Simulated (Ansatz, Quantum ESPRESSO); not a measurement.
## SiC (Moissanite 3C): a worked LO-TO splitting

Wanted: the LO mode of SiC (Moissanite 3C) from the TO mode and the field response.

Program: Quantum ESPRESSO 8.0 development, patched. Level of theory: DFT LDA, scalar-relativistic, plane waves, PseudoDojo norm-conserving pseudopotentials. Results are calculated unless marked as measured.

### 1. Set-up

The structure is cubic, space group F-43m (No. 216). The conventional cell has a = 4.326 Å, b = 4.326 Å, c = 4.326 Å, α = 90.00°, β = 90.00°, γ = 90.00°. Nearest to Si lie 4 C at 1.87 Å. Nearest to C lie 4 Si at 1.87 Å. Farther neighbours are not listed.

Coordinates:

```xyz
2
Lattice="-2.1628 0.0000 2.1628 0.0000 2.1628 2.1628 -2.1628 2.1628 0.0000" Properties=species:S:1:pos:R:3 pbc="T T T"
Si    0.0000    0.0000    0.0000
C    -1.0814    1.0814    1.0814
```

This is the cell after its relaxation at this level of theory, not the database cell from which that began.

### 2. What the response run gave

A linear-response run on the relaxed cell, with the response to an electric field; only its zone-centre results are used. Cutoff 82 Ry, k mesh 12×12×12.

The program printed:

```text
[banners, grids, parts of the stress and lines that vanish by symmetry left out]
Program PHONON v.8.0dev
     Dynamical matrices for q-points given in input
     (   1q-points):
[...]
Exchange-correlation= PW
                           (   1   4   0   0   0   0   0)
[...]
kinetic-energy cut-off    =      82.0000  Ry
     charge density cut-off    =     328.0000  Ry
     convergence threshold     =      1.0E-18
[...]
Exchange-correlation= PW
                           (   1   4   0   0   0   0   0)
[...]
q = (   0.0000000   0.0000000   0.0000000 )
     25 Sym.Ops. (with q -> -q+G )
     G cutoff =  277.5696  (  13731 G-vectors)     FFT grid: ( 36, 36, 36)
     number of k points=    72
[...]
Mode symmetry, T_d (-43m)  point group:
[...]
Dielectric constant
[...]
End of electric fields calculation
          Dielectric constant in cartesian axis
          (       6.879147759       0.000000000       0.000000000 )
          (       0.000000000       6.879147759      -0.000000000 )
          (       0.000000000      -0.000000000       6.879147759 )
          Effective charges (d Force / dE) in cartesian axis without acoustic sum rule applied (asr)
           atom    1  Si    Mean Z*:        2.72190
      Ex  (        2.72190        0.00000        0.00000 )
      Ey  (        0.00000        2.72190        0.00000 )
      Ez  (        0.00000        0.00000        2.72190 )
           atom    2  C     Mean Z*:       -2.72343
      Ex  (       -2.72343       -0.00000       -0.00000 )
      Ey  (        0.00000       -2.72343       -0.00000 )
      Ez  (       -0.00000       -0.00000       -2.72343 )
          Effective charges Sum: Mean:       -0.00153
[...]
Effective charges (d Force / dE) in cartesian axis with asr applied:
           atom    1  Si    Mean Z*:        2.72267
[...]
atom    2  C     Mean Z*:       -2.72267
[...]
Dielectric constant from finite-differences
          (       6.878985814      -0.000000000      -0.000000000 )
          (       0.000000000       6.878985814       0.000000000 )
          (      -0.000000000       0.000000000       6.878985814 )
[...]
(       0.000000000      -0.000000000      -0.000000000 )
          (       0.000000000       0.000000000     -16.438769836 )
          (      -0.000000000     -16.438769836      -0.000000000 )
          (      -0.000000000      -0.000000000     -16.438769836 )
          (      -0.000000000       0.000000000      -0.000000000 )
          (     -16.438769836      -0.000000000       0.000000000 )
          (      -0.000000000     -16.438769836      -0.000000000 )
          (     -16.438769836      -0.000000000       0.000000000 )
[...]
(       0.000000000      -0.000000000      -0.000000000 )
          (      -0.645669656      -0.000000000       0.000000000 )
          (      -0.000000000      -0.645669656       0.000000000 )
          (      -0.645669656      -0.000000000       0.000000000 )
          (      -0.000000000       0.000000000       0.000000000 )
[...]
Representation #   1 modes #   1   2   3
[...]
End of self-consistent calculation
     Convergence has been achieved
     Representation #   2 modes #   4   5   6
[...]
End of self-consistent calculation
     Convergence has been achieved
[...]
Dielectric constant in cartesian axis
          (       6.879147759       0.000000000       0.000000000 )
          (       0.000000000       6.879147759      -0.000000000 )
          (       0.000000000      -0.000000000       6.879147759 )
          Effective charges (d Force / dE) in cartesian axis without acoustic sum rule applied (asr)
           atom    1  Si    Mean Z*:        2.72190
      Ex  (        2.72190        0.00000        0.00000 )
      Ey  (        0.00000        2.72190        0.00000 )
      Ez  (        0.00000        0.00000        2.72190 )
           atom    2  C     Mean Z*:       -2.72343
      Ex  (       -2.72343       -0.00000       -0.00000 )
      Ey  (        0.00000       -2.72343       -0.00000 )
      Ez  (       -0.00000       -0.00000       -2.72343 )
          Effective charges Sum: Mean:       -0.00153
[...]
Effective charges (d Force / dE) in cartesian axis with asr applied:
           atom    1  Si    Mean Z*:        2.72267
[...]
atom    2  C     Mean Z*:       -2.72267
[...]
q = (    0.000000000   0.000000000   0.000000000 )
[...]
freq (    1) =       0.043501 [THz] =       1.451051 [cm-1]
     freq (    2) =       0.043501 [THz] =       1.451051 [cm-1]
     freq (    3) =       0.043501 [THz] =       1.451051 [cm-1]
     freq (    4) =      23.926833 [THz] =     798.113244 [cm-1]
     freq (    5) =      23.926833 [THz] =     798.113244 [cm-1]
     freq (    6) =      23.926833 [THz] =     798.113244 [cm-1]
[...]
Mode symmetry, T_d (-43m)  point group:
     freq (   1-   3) =          1.5  [cm-1]   --> T_2  G_15 P_4   I+R
     freq (   4-   6) =        798.1  [cm-1]   --> T_2  G_15 P_4   I+R

   JOB DONE.
```

```
                       quantity   value
             cell volume Ω (Å³)  20.234
                 mass of Si (u)  28.085
                  mass of C (u)  12.011
     Born charge of Si, raw (e)   2.722
      Born charge of C, raw (e)  -2.723
                             ε∞   6.879
ω(TO) after the sum rule (cm⁻¹)   798.1
```

### 3. The calculation

The charges must sum to zero over the cell; taking off their mean, -0.001 e, leaves Z* = 2.723 e on Si. In the polar mode Si moves against C, so the reduced mass is μ = 28.09 × 12.01 / 40.10 = 8.413 u.

A longitudinal wave builds up a field that adds to the restoring force: ω(LO)² = ω(TO)² + 4π Z*² / (μ Ω ε∞), in Hartree atomic units. With μ = 15336 electron masses and Ω = 136.54 bohr³ the second term is 6.4666e-06 Ha², or 311492 cm⁻² (1 Ha = 219474.6 cm⁻¹).

So ω(LO) = √(636980 + 311492) = 973.9 cm⁻¹, and by the Lyddane-Sachs-Teller relation ε₀ = ε∞ (ω(LO)/ω(TO))² = 10.24.

### 4. Check against the program

The analysis program adds the same non-analytic term to the full matrix, here for q along (1 0 0).

The program printed:

```text
[banner, memory and clock lines left out]
Program DYNMAT v.8.0dev

     Reading Dynamical Matrix from file g.dyn
     ...Force constants read
     ...epsilon and Z* read
     ...Raman cross sections read

     Polarizability (A^3 units)
     multiply by 0.337870 for Clausius-Mossotti correction (not under assume_isolated = 'mt')
         9.466285    0.000000    0.000000
         0.000000    9.466285   -0.000000
         0.000000   -0.000000    9.466285

     IR activities are in (D/A)^2/amu units
     Raman activities are in A^4/amu units
     multiply Raman by 0.013032 for Clausius-Mossotti correction (not under assume_isolated = 'mt')

# mode   [cm-1]    [THz]      IR          Raman   depol.fact
    1     -0.00   -0.0000    0.0000         0.0000    0.7500
    2      0.00    0.0000    0.0000         0.0000    0.7500
    3      0.00    0.0000    0.0000         0.0000    0.7500
    4    798.11   23.9267   20.3285         9.6357    0.7500
    5    798.11   23.9267   20.3285         9.6357    0.7500
    6    973.90   29.1967   20.3285         9.6357    0.7500
```

ε₀ comes from the program's run without a direction of q.

```
    quantity  by hand  program
ω(LO) (cm⁻¹)    973.9    973.9
          ε₀    10.24    10.24
```

### 5. Outcome

- TO mode: 798.1 cm⁻¹
- LO mode: 973.9 cm⁻¹
- static dielectric constant: 10.24

In words: The LO mode of SiC (Moissanite 3C) lies at 974 cm⁻¹, 176 cm⁻¹ above the TO mode; the formula meets the program within 0.1 cm⁻¹, as it must for a cubic crystal with one polar mode. ω(LO)² − ω(TO)² goes with Z*²/ε∞: an error of 5 % in ε∞ would move the LO mode by 7.6 cm⁻¹, and semilocal functionals tend to overestimate ε∞. These are harmonic values at zero temperature, at the volume of this functional, for the structure held cubic; stability elsewhere in the zone is no part of this calculation.

[Host names and launcher messages were left out of these logs when they were recorded.]

[Logs are printed without paths, hosts, clocks, repeated set-up lines and the standing remarks that a program may print on its own settings, such as how far it seeks lower states.]

[Hosts, paths, dates, database ids (printed as entryN), source tags and the programs' standing remarks are cut or masked in the printed files.]
